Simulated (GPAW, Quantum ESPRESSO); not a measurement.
# As K ELNES/XANES of As (R-3m) from DFT, part 4 of 4

Do two independent programs agree on the As K edge of As (R-3m)? The same cell and functional are run with XSpectra and with GPAW.

Quantum ESPRESSO 7.5 and GPAW 26.7.0; core-hole supercells, plane-wave PAW PBE.

So far. Step 8 (The field without a hole (GPAW)): The mesh shows no gap, so the system is treated as a metal and the core electron is put at the Fermi level (neutral cell). Step 9 (Spectrum without a core hole, As atom 1 (GPAW)): Main maxima below 30 eV (height): 2.6 eV (1.97), 12.6 eV (0.87), 17.6 eV (0.80) and 23.0 eV (0.79). 

The database entry behind the starting cell differs from later determinations by our own check (old inner coordinate), so it need not match the best structure at ambient conditions.

**11. Spectrum with XCH, As atom 1 (GPAW)**

Level of this step: X-ray absorption from dipole matrix elements to empty bands, plane-wave PAW PBE (GPAW).

The holes are 5.6 Å apart. The excited electron is kept in the cell, where it fills the lowest empty states and screens the hole. After the field has converged, empty bands are computed with the density fixed and the dipole matrix elements are summed.

xas.py

```python
import numpy as np
from ase import Atoms
from ase.parallel import parprint, paropen
from gpaw import GPAW, PW, FermiDirac, Mixer, MixerDif, setup_paths
from gpaw.test import gen
setup_paths.insert(0, '.')
gen('As', name='fch1s', xcname='PBE', corehole=(1, 0, 1), write_xml=True)
from gpaw.mpi import world
world.barrier()

atoms = Atoms('As8',
    cell=[[0, -4.34351438, -3.51406199],
     [-3.7615938, 2.17175719, -3.51406199],
     [3.7615938, 2.17175719, -3.51406199]],
    scaled_positions=[[0.774, 0.774, 0.774],
     [0.274, 0.274, 0.774],
     [0.274, 0.774, 0.274],
     [0.774, 0.274, 0.274],
     [0.226, 0.226, 0.226],
     [0.726, 0.726, 0.226],
     [0.726, 0.226, 0.726],
     [0.226, 0.726, 0.726]],
    pbc=True)
atoms.calc = calc = GPAW(legacy_gpaw=True, mode=PW(500, force_complex_dtype=True), xc='PBE', setups={0: 'fch1s'},
    kpts={'size': (5, 5, 5), 'gamma': True}, occupations=FermiDirac(0.1),
    charge=-1, mixer=Mixer(0.1, 5, 50), maxiter=150,
    convergence={'density': 0.0001, 'eigenstates': 1e-6}, txt='scf.txt')
energy = atoms.get_potential_energy() + calc.get_reference_energy()
ef = calc.get_fermi_level()
out = dict(energy=energy, fermi=ef, forces=atoms.get_forces().tolist())
parprint(f'all-electron energy {energy:.4f} eV, Fermi level {ef:.4f} eV')
ev = np.array([[calc.get_eigenvalues(k, s) for k in range(len(calc.get_ibz_k_points()))] for s in range(calc.get_number_of_spins())])
out['homo'], out['lumo'], out['counts'] = ev[ev < ef].max(), ev[ev > ef].min(), sorted(set((ev < ef).sum((0, 2)).tolist()))
out['filled'] = (ev[:, 0] < ef).sum(1).tolist()

from ase.units import Ha
from gpaw.xas import dipole_matrix_elements
nb = int(calc.get_number_of_electrons() / 2) + 105
top, nb = nb, nb + 8 + nb // 12
nscf = calc.fixed_density(kpts={'size': (6, 6, 6), 'gamma': True}, nbands=nb,
    convergence={'bands': top, 'eigenstates': 5e-3}, maxiter=60, txt='nscf.txt')
cell = atoms.cell.array
ops = [cell.T @ U.T @ np.linalg.inv(cell.T) for U in nscf.wfs.kd.symmetry.op_scc]
E = np.arange(-6, 34, 0.1)
fwhm = np.interp(E, [4, 25], [2.14, 3.5])
Y, X, zero, highest = 0, 0, 1e9, 1e9
for spin in range(nscf.get_number_of_spins()):
    wfs = nscf.wfs
    mine = wfs.bd.get_slice()  # this rank's bands
    A = dipole_matrix_elements(wfs.setups[0])
    eps = np.zeros((wfs.kd.nibzkpts, nb))
    d = np.zeros((3, A.shape[1], wfs.kd.nibzkpts, nb), complex)
    for kpt in wfs.kpt_u:
        if kpt.s == spin and 0 in kpt.P_ani:
            eps[kpt.k, mine] = kpt.eps_n * Ha
            d[:, :, kpt.k, mine] = (kpt.weight * wfs.nspins / 2) ** 0.5 * np.inner(A, kpt.P_ani[0])
    world.sum(eps)
    world.sum(d)
    T = np.einsum('amkn,bmkn->abkn', d, d.conj()).real
    T = sum(np.einsum('ai,ijkn,bj->abkn', R, T, R) for R in ops) / len(ops)
    empty = eps > ef
    zero, highest = min(zero, eps[empty].min()), min(highest, eps[:, top - 1].min())
    lines = [(eps, T, empty)] if spin == 0 else lines + [(eps, T, empty)]
for eps, T, empty in lines:
    f = np.einsum('aakn->akn', T).reshape(3, -1)
    x = eps.ravel() - zero
    w = np.interp(x, E, fwhm) / 2.35482
    g = np.exp(-0.5 * ((E[:, None] - x) / w) ** 2) / (w * (2 * np.pi) ** 0.5)
    Y = Y + (f * empty.ravel()) @ g.T
    X = X + (f * ~empty.ravel()) @ g.T
out.update(E=E.round(2).tolist(), xas=Y.tolist(), xes=X.tolist(), zero=zero, valid=highest - zero, nk=len(eps), nb=nb)
for i in range(0, len(E), 10):
    parprint(f'{E[i]:7.2f}', *(f'{v:10.3e}' for v in Y[:, i]))
import json
with paropen('out.json', 'w') as f:
    json.dump(out, f)
```

Started as:

```sh
$ OMP_NUM_THREADS=1 mpirun -n 4 gpaw python xas.py
```

Numbers of over 12 decimals in the logs are rounded to 6 here.

What it wrote:

```text
Input parameters:
  charge: -1
  convergence: {density: 0.0001,
                eigenstates: 1e-06}
  kpts: {gamma: True,
         size: (5, 5, 5)}
  maxiter: 150
  mixer: {backend: pulay,
          beta: 0.1,
          method: separate,
          nmaxold: 5,
          weight: 50}
  mode: {ecut: 500.0,
         force_complex_dtype: True,
         name: pw}
  occupations: {fixmagmom: False,
                name: fermi-dirac,
                width: 0.1}
  setups: {0: fch1s}
  xc: PBE

Initialize ...

[... PAW data sets ...]

Reference energy: -480112.184519  # eV

Spin-paired calculation

[... convergence settings ...]
Symmetries present (total): 2
  [... symmetry matrices ...]

125 k-points: 5 x 5 x 5 Monkhorst-Pack grid
39 k-points in the irreducible part of the Brillouin zone
       k-points in crystal coordinates                weights
   0:     0.00000000    0.00000000    0.00000000          1/125
   1:     0.00000000    0.20000000   -0.20000000          2/125
   2:     0.00000000    0.20000000    0.00000000          4/125
   3:     0.00000000    0.20000000    0.20000000          2/125
   4:     0.00000000    0.40000000   -0.40000000          2/125
   5:     0.00000000    0.40000000   -0.20000000          4/125
   6:     0.00000000    0.40000000    0.00000000          4/125
   7:     0.00000000    0.40000000    0.20000000          4/125
   8:     0.00000000    0.40000000    0.40000000          2/125
   9:     0.20000000   -0.40000000   -0.40000000          2/125
          ...
  38:     0.40000000    0.40000000    0.40000000          2/125

Wave functions: Plane wave expansion
  Cutoff energy: 500.000 eV
  Number of coefficients (min, max): 4345, 4396
  Pulay-stress correction: 0.000000 eV/Ang^3 (de/decut=0.000000)
  Using FFTW library
  Wavefunction extrapolation:
    Improved wavefunction reuse through dual PAW basis

Occupation numbers: Fermi-Dirac:
  width: 0.1000  # eV

Eigensolver
   Davidson(niter=2)

Densities:
  Coarse grid: 30*30*30 grid
  Fine grid: 60*60*60 grid
  Total Charge: 0.000000

Density mixing:
  Method: separate
  Backend: pulay
  Linear mixing parameter: 0.1
  old densities: 5
  Width of damping distribution: 1.1
  Damping of long wavelength oscillations: 50

[... Hamiltonian set-up ...]
Number of atoms: 8
Number of atomic orbitals: 32
Number of bands in calculation: 29
Number of valence electrons: 41
Bands to converge: occupied

... initialized

Initializing position-dependent things.

Density initialized from atomic densities
Creating initial wave functions:
  29 bands from LCAO basis set

             As

         As       As
              As
            As
        As       As

             As

Atomic positions and initial magnetic moments

Positions:
   0 As     0.000000   -0.000000   -8.159652    ( 0.0000,  0.0000,  0.0000)
   1 As     1.880797    1.085879   -4.645590    ( 0.0000,  0.0000,  0.0000)
   2 As    -1.880797    1.085879   -4.645590    ( 0.0000,  0.0000,  0.0000)
   3 As     0.000000   -2.171757   -4.645590    ( 0.0000,  0.0000,  0.0000)
   4 As     0.000000    0.000000   -2.382534    ( 0.0000,  0.0000,  0.0000)
   5 As    -1.880797   -1.085879   -5.896596    ( 0.0000,  0.0000,  0.0000)
   6 As     1.880797   -1.085879   -5.896596    ( 0.0000,  0.0000,  0.0000)
   7 As    -0.000000    2.171757   -5.896596    ( 0.0000,  0.0000,  0.0000)

Unit cell:
           periodic     x           y           z      points  spacing
  1. axis:    yes    0.000000   -4.343514   -3.514062    30     0.1847
  2. axis:    yes   -3.761594    2.171757   -3.514062    30     0.1847
  3. axis:    yes    3.761594    2.171757   -3.514062    30     0.1847

  Lengths:   5.587016   5.587016   5.587016
  Angles:   84.640550  84.640550  84.640550

Effective grid spacing dv^(1/3) = 0.1855

iter:   1   -48.833259
iter:   2   -47.233151   -2.10  -0.94
iter:   3   -46.304259   -1.92  -1.07
iter:   4   -46.263288   -2.70  -1.28
iter:   5   -46.266993   -2.69  -1.46
iter:   6   -46.234392   -3.18  -1.86
iter:   7   -46.230047   -3.97  -2.30
iter:   8   -46.230522c  -4.65  -2.65
iter:   9   -46.229850c  -4.87  -2.72
iter:  10   -46.229851c  -5.81  -3.16
iter:  11   -46.229867c  -6.11c -3.25
iter:  12   -46.229866c  -6.31c -3.37
iter:  13   -46.229890c  -6.49c -3.53
iter:  14   -46.229878c  -6.88c -3.67
iter:  15   -46.229871c  -7.12c -3.84
iter:  16   -46.229875c  -7.40c -4.07c

Converged after 16 iterations.

Dipole moment: (0.000000, -0.000002, 0.173730) |e|*Ang

Energy contributions relative to reference atoms: (reference = -480112.184519)

Kinetic:        +98.991776
Potential:      -97.213847
External:        +0.000000
XC:             -47.851335
Entropy (-ST):   -0.102758
Local:           -0.105090
SIC:             +0.000000
--------------------------
Free energy:    -46.281254
Extrapolated:   -46.229875

Showing only first 2 kpts
 Kpt  Band  Eigenvalues  Occupancy
  0    18      4.77925    2.00000
  0    19      4.77926    2.00000
  0    20      8.05452    0.00412
  0    21      8.38945    0.00015

  1    18      4.78624    2.00000
  1    19      4.82682    2.00000
  1    20      8.46785    0.00007
[...]
Fermi level: 7.43631

No gap
No difference between direct/indirect transitions

Forces in eV/Ang:
  0 As    0.00000   -0.00003    1.38932
  1 As    0.03005    0.01732    0.53522
  2 As   -0.03005    0.01732    0.53522
  3 As    0.00000   -0.03472    0.53522
  4 As    0.00000    0.00003   -0.47129
  5 As    0.52365    0.30236   -0.84047
  6 As   -0.52365    0.30236   -0.84047
  7 As    0.00000   -0.60464   -0.84048
Scalar-relativistic atomic PBE calculation for As (Arsenic, Z=33)
Core hole in 1s state (1s occupation: 1.0)
600 radial gridpoints.
|------------------------------------------------|
|------------------------------------------------|
[... the atom generator's iteration count ...]

Energy contributions:
-------------------------
Kinetic:    +1851.248669
XC:           -73.531634
Potential:  -3600.166259
-------------------------
Total:      -1822.449223

state      eigenvalue         ekin         rmax
-----------------------------------------------
1s^1.0 :  -445.263957   560.000236        0.030
2s^2.0 :   -58.288052   111.893877        0.167
2p^6.0 :   -52.217924   110.227557        0.132
3s^2.0 :    -8.061247    26.339154        0.508
3p^6.0 :    -5.996830    24.149555        0.501
3d^10.0:    -2.360744    19.310469        0.452
4s^2.0 :    -0.971867     3.776914        1.511
4p^3.0 :    -0.567835     2.620394        1.753
-----------------------------------------------
(units: Bohr and Hartree)

Generating PAW setup
Kinetic energy of the core from tauc = 1855.494658
Cutoffs:
rc(s)=2.000
rc(p)=2.000
rc(d)=2.000
rc(vbar)=1.800
rc(comp)=2.000
rc(nct)=2.000

Kinetic energy of the core states: 1835.833659
Charge: 1.0
Core electrons: 27.0
Valence electrons: 5.0
Pseudo-core charge: 0.751850
Shape function alpha=2.500
Pseudo-electron charge 6.366203
state    eigenvalue         norm
--------------------------------
4s(2) :    -0.971867     1.258173
*s    :     0.028133
4p(3) :    -0.567835     1.032669
*p    :     0.432165
*d    :     0.000000
--------------------------------

Diagonalizing with gridspacing h=0.050

state   all-electron     PAW
-------------------------------
4s:      -0.971867    -0.972276
4p:      -0.567835    -0.568225
*d:                   -0.128592
*f:                   -0.019690
-------------------------------
all-electron energy -480158.4144 eV, Fermi level 7.4363 eV
[...]
31.00  1.017e-07  1.016e-07  9.963e-08
  32.00  9.575e-08  9.574e-08  9.409e-08
  33.00  8.947e-08  8.944e-08  8.907e-08
```

The job ended after 1.8 min (4 MPI ranks of Intel Xeon Platinum 8488C (Sapphire Rapids), shared host; peak memory 0.52 GiB).

The As K spectrum, As atom 1, excited-electron core hole (neutral cell) (energy from the lowest empty level; intensity scaled to a mean of 1 over the first 20 eV; polarised curves are means over the symmetry-equivalent atoms):

| E (eV) | isotropic | ε ⊥ c | ε ∥ c |
| --- | --- | --- | --- |
| -2.0 | 0.04 | 0.04 | 0.03 |
| -1.4 | 0.17 | 0.19 | 0.13 |
| -0.8 | 0.50 | 0.54 | 0.42 |
| -0.2 | 1.06 | 1.11 | 0.97 |
| 0.4 | 1.69 | 1.72 | 1.64 |
| 1.0 | 2.17 | 2.19 | 2.12 |
| 1.6 | 2.36 | 2.45 | 2.19 |
| 2.2 | 2.25 | 2.42 | 1.90 |
| 2.8 | 1.91 | 2.09 | 1.53 |
| 3.4 | 1.52 | 1.62 | 1.31 |
| 4.0 | 1.24 | 1.22 | 1.26 |
| 4.6 | 1.06 | 0.96 | 1.25 |
| 5.2 | 0.91 | 0.80 | 1.11 |
| 5.8 | 0.73 | 0.69 | 0.83 |
| 6.4 | 0.57 | 0.58 | 0.53 |
| 7.0 | 0.46 | 0.51 | 0.34 |
| 7.6 | 0.43 | 0.50 | 0.29 |
| 8.2 | 0.47 | 0.54 | 0.33 |
| 8.8 | 0.57 | 0.64 | 0.44 |
| 9.4 | 0.69 | 0.75 | 0.58 |
| 10.0 | 0.81 | 0.86 | 0.72 |
| 10.6 | 0.89 | 0.93 | 0.81 |
| 11.2 | 0.93 | 0.97 | 0.85 |
| 11.8 | 0.93 | 0.96 | 0.86 |
| 12.4 | 0.90 | 0.92 | 0.87 |
| 13.0 | 0.86 | 0.86 | 0.86 |
| 13.6 | 0.81 | 0.78 | 0.85 |
| 14.2 | 0.77 | 0.73 | 0.84 |
| 14.8 | 0.76 | 0.71 | 0.86 |
| 15.4 | 0.78 | 0.73 | 0.89 |
| 16.0 | 0.81 | 0.75 | 0.92 |
| 16.6 | 0.82 | 0.77 | 0.93 |
| 17.2 | 0.81 | 0.77 | 0.90 |
| 17.8 | 0.79 | 0.77 | 0.85 |
| 18.4 | 0.78 | 0.76 | 0.81 |
| 19.0 | 0.77 | 0.76 | 0.79 |
| 19.6 | 0.78 | 0.78 | 0.79 |
| 20.2 | 0.80 | 0.80 | 0.81 |
| 20.8 | 0.83 | 0.82 | 0.84 |
| 21.4 | 0.85 | 0.84 | 0.86 |
| 22.0 | 0.85 | 0.84 | 0.87 |
| 22.6 | 0.84 | 0.84 | 0.86 |
| 23.2 | 0.83 | 0.82 | 0.85 |
| 23.8 | 0.81 | 0.80 | 0.83 |
| 24.4 | 0.80 | 0.79 | 0.82 |
| 25.0 | 0.80 | 0.78 | 0.82 |
| 25.6 | 0.80 | 0.79 | 0.83 |
| 26.2 | 0.81 | 0.80 | 0.84 |
| 26.8 | 0.83 | 0.82 | 0.86 |
| 27.4 | 0.85 | 0.83 | 0.87 |
| 28.0 | 0.87 | 0.86 | 0.89 |
| 28.6 | 0.89 | 0.88 | 0.90 |
| 29.2 | 0.91 | 0.91 | 0.91 |
| 29.8 | 0.92 | 0.92 | 0.91 |
| 30.4 | 0.92 | 0.92 | 0.91 |

Main maxima below 29 eV (height): 1.6 eV (2.36), 11.6 eV (0.93), 16.6 eV (0.82) and 22.0 eV (0.85). 

**12. The two programs side by side**

The line shapes differ (Lorentzian half width 1.07 eV up to 4 eV, rising linearly to 1.75 eV at 25 eV (not a setting of the program: the run's 0.4 eV curve was folded afterwards with a further Lorentzian), against Gaussian full width 2.14 eV up to 4 eV, rising linearly to 3.5 eV at 25 eV), so both get a further Gaussian of 1.5 eV full width before they are compared; the Lorentzian tails remain.

| E (eV) | XSpectra | GPAW |
| --- | --- | --- |
| -2.00 | 0.33 | 0.10 |
| -1.25 | 0.53 | 0.34 |
| -0.50 | 0.86 | 0.84 |
| 0.25 | 1.31 | 1.49 |
| 1.00 | 1.66 | 2.02 |
| 1.75 | 1.77 | 2.20 |
| 2.50 | 1.67 | 2.02 |
| 3.25 | 1.46 | 1.64 |
| 4.00 | 1.26 | 1.29 |
| 4.75 | 1.10 | 1.03 |
| 5.50 | 0.94 | 0.82 |
| 6.25 | 0.80 | 0.63 |
| 7.00 | 0.71 | 0.50 |
| 7.75 | 0.66 | 0.47 |
| 8.50 | 0.68 | 0.54 |
| 9.25 | 0.74 | 0.66 |
| 10.00 | 0.83 | 0.79 |
| 10.75 | 0.91 | 0.88 |
| 11.50 | 0.95 | 0.91 |
| 12.25 | 0.92 | 0.90 |
| 13.00 | 0.87 | 0.86 |
| 13.75 | 0.83 | 0.81 |
| 14.50 | 0.82 | 0.78 |
| 15.25 | 0.84 | 0.78 |
| 16.00 | 0.86 | 0.80 |
| 16.75 | 0.87 | 0.81 |
| 17.50 | 0.86 | 0.80 |
| 18.25 | 0.84 | 0.79 |
| 19.00 | 0.83 | 0.78 |
| 19.75 | 0.83 | 0.79 |
| 20.50 | 0.83 | 0.81 |
| 21.25 | 0.83 | 0.84 |
| 22.00 | 0.84 | 0.84 |
| 22.75 | 0.85 | 0.84 |
| 23.50 | 0.85 | 0.82 |
| 24.25 | 0.84 | 0.80 |
| 25.00 | 0.83 | 0.80 |
| 25.75 | 0.81 | 0.81 |
| 26.50 | 0.80 | 0.82 |
| 27.25 | 0.79 | 0.84 |
| 28.00 | 0.80 | 0.87 |
| 28.75 | 0.83 | 0.89 |
| 29.50 | 0.86 | 0.91 |
| 30.25 | 0.88 | 0.92 |

|  | XSpectra | GPAW |
| --- | --- | --- |
| k mesh of the spectrum | 4×4×4 | 6×6×6 |
| cutoff (eV) | 544 | 500 |
| highest intensity below 24 eV after the common broadening, eV (height) | 1.7 (1.77) | 1.8 (2.20) |
| core time, hole field and spectrum | 3.4 min | 7.3 min |

**13. What the core hole does**

XSpectra's curves. Both curves are counted from their own zero, so only the shift of weight within the empty states shows.

| E (eV) | no hole | XCH |
| --- | --- | --- |
| -2.0 | 0.21 | 0.30 |
| -1.0 | 0.33 | 0.55 |
| 0.0 | 0.64 | 1.15 |
| 1.0 | 1.18 | 1.78 |
| 2.0 | 1.55 | 1.81 |
| 3.0 | 1.65 | 1.55 |
| 4.0 | 1.57 | 1.23 |
| 5.0 | 1.37 | 1.05 |
| 6.0 | 1.22 | 0.83 |
| 7.0 | 1.00 | 0.69 |
| 8.0 | 0.78 | 0.64 |
| 9.0 | 0.69 | 0.69 |
| 10.0 | 0.72 | 0.84 |
| 11.0 | 0.80 | 0.95 |
| 12.0 | 0.87 | 0.95 |
| 13.0 | 0.89 | 0.86 |
| 14.0 | 0.84 | 0.80 |
| 15.0 | 0.81 | 0.83 |
| 16.0 | 0.82 | 0.87 |
| 17.0 | 0.84 | 0.87 |
| 18.0 | 0.84 | 0.84 |
| 19.0 | 0.81 | 0.83 |
| 20.0 | 0.80 | 0.83 |
| 21.0 | 0.80 | 0.83 |
| 22.0 | 0.80 | 0.84 |
| 23.0 | 0.80 | 0.85 |
| 24.0 | 0.79 | 0.85 |
| 25.0 | 0.78 | 0.83 |
| 26.0 | 0.78 | 0.81 |
| 27.0 | 0.77 | 0.79 |
| 28.0 | 0.77 | 0.80 |
| 29.0 | 0.78 | 0.84 |
| 30.0 | 0.80 | 0.88 |
| 31.0 | 0.82 | 0.89 |
| 32.0 | 0.83 | 0.86 |

With each curve scaled to its own mean, the area from −2 to 6 eV with the hole is 9.7 against 9.0, and the centre of weight from −1 to 20 eV moves by -0.3 eV (first and strongest maxima below 20 eV: 3.1 eV (1.65) and 12.7 eV (0.89) without the hole, 1.5 eV (1.87), 11.4 eV (0.97) and 16.6 eV (0.87) with it); the shape changes all the same, by 22 % r.m.s.

**14. Runs not followed above**

These runs aren't followed: redraws of a spectrum that repeat one shown, runs with a planted fault or a state judged unsound, or a program's part that gave no sound spectrum.

| program | step | status | elapsed |
| --- | --- | --- | --- |
| Quantum ESPRESSO | no core hole, redrawn | converged | 13 s |
| Quantum ESPRESSO | spectrum with XCH, redrawn | converged | 3.1 s |

**15. Outcome**

```json
{"absorber and edge": "As K, atom 1 of the ground-state input (counted from 1)", "surroundings": "3 As at 2.51 Å (pyramidal, site symmetry 3m)", "highest intensity below 24 eV (XSpectra, narrow line)": "1.5 eV above the zero, height 1.87"}
```

In words: The two programs agree on where the features lie, less on their heights: 18 % r.m.s. remains over the first 14 eV after a relative shift of 0.0 eV; their raw zeros differ by 8 eV. What differs may come from the PAW partial waves, meshes, cutoffs and line shapes. In XSpectra the As K edge of atom 1, with 3 As at 2.51 Å (pyramidal, site symmetry 3m), has its highest intensity of the first 24 eV at 1.5 eV above the zero, 1.9 times the mean level of the first 20 eV (Lorentzian half width 1.07 eV up to 4 eV, rising linearly to 1.75 eV at 25 eV (not a setting of the program: the run's 0.4 eV curve was folded afterwards with a further Lorentzian)). In XSpectra: With each curve scaled to its own mean, the area from −2 to 6 eV with the hole is 9.7 against 9.0, and the centre of weight from −1 to 20 eV moves by -0.3 eV (first and strongest maxima below 20 eV: 3.1 eV (1.65) and 12.7 eV (0.89) without the hole, 1.5 eV (1.87), 11.4 eV (0.97) and 16.6 eV (0.87) with it); the shape changes all the same, by 22 % r.m.s. In GPAW: With each curve scaled to its own mean, the area from −2 to 6 eV with the hole is 10.5 against 9.6, and the centre of weight from −1 to 20 eV moves by -0.4 eV (first and strongest maxima below 20 eV: 2.6 eV (1.97), 12.6 eV (0.87) and 17.6 eV (0.80) without the hole, 1.6 eV (2.36), 11.6 eV (0.93) and 16.6 eV (0.82) with it); the shape changes all the same, by 30 % r.m.s. In XSpectra, at the As K edge of atom 1 polarisation matters most near 2.6 eV, where the curves differ by 0.4 on this scale. 3 further runs of this session are left out of this account as redundant. The unit cell's mesh shows no gap over 0.35 eV. That is right for a metallic compound; for a small-gap or correlated insulator it would be the fault of the functional or of the assumed magnetic order, and the hole would be screened too well. The holes are only 5.6 Å apart, so the shape is probably not converged with cell size; no larger cell was run here. Lifetime broadening is put in by hand, and intensities beyond about 20 eV depend on it and on the partial waves. The structure is a published determination, not relaxed.

[Banner, clock and machine lines of the logs are left out without a mark of their own.]

[Logs are printed without paths, hosts, clocks, repeated set-up lines and the standing remarks that a program may print on its own settings, such as how far it seeks lower states.]

[Hosts, paths, dates, database ids (printed as entryN), source tags and the programs' standing remarks are cut or masked in the printed files.]

[Lists of maxima count a maximum above −3 eV only where it reaches 4 % of the highest in the window and stands out from its surroundings by 2 % of it (1.5 % where it reaches 55 %); shoulders and weaker maxima are passed over, and of the rest the first, up to two pre-edge ones and the few strongest are named.]
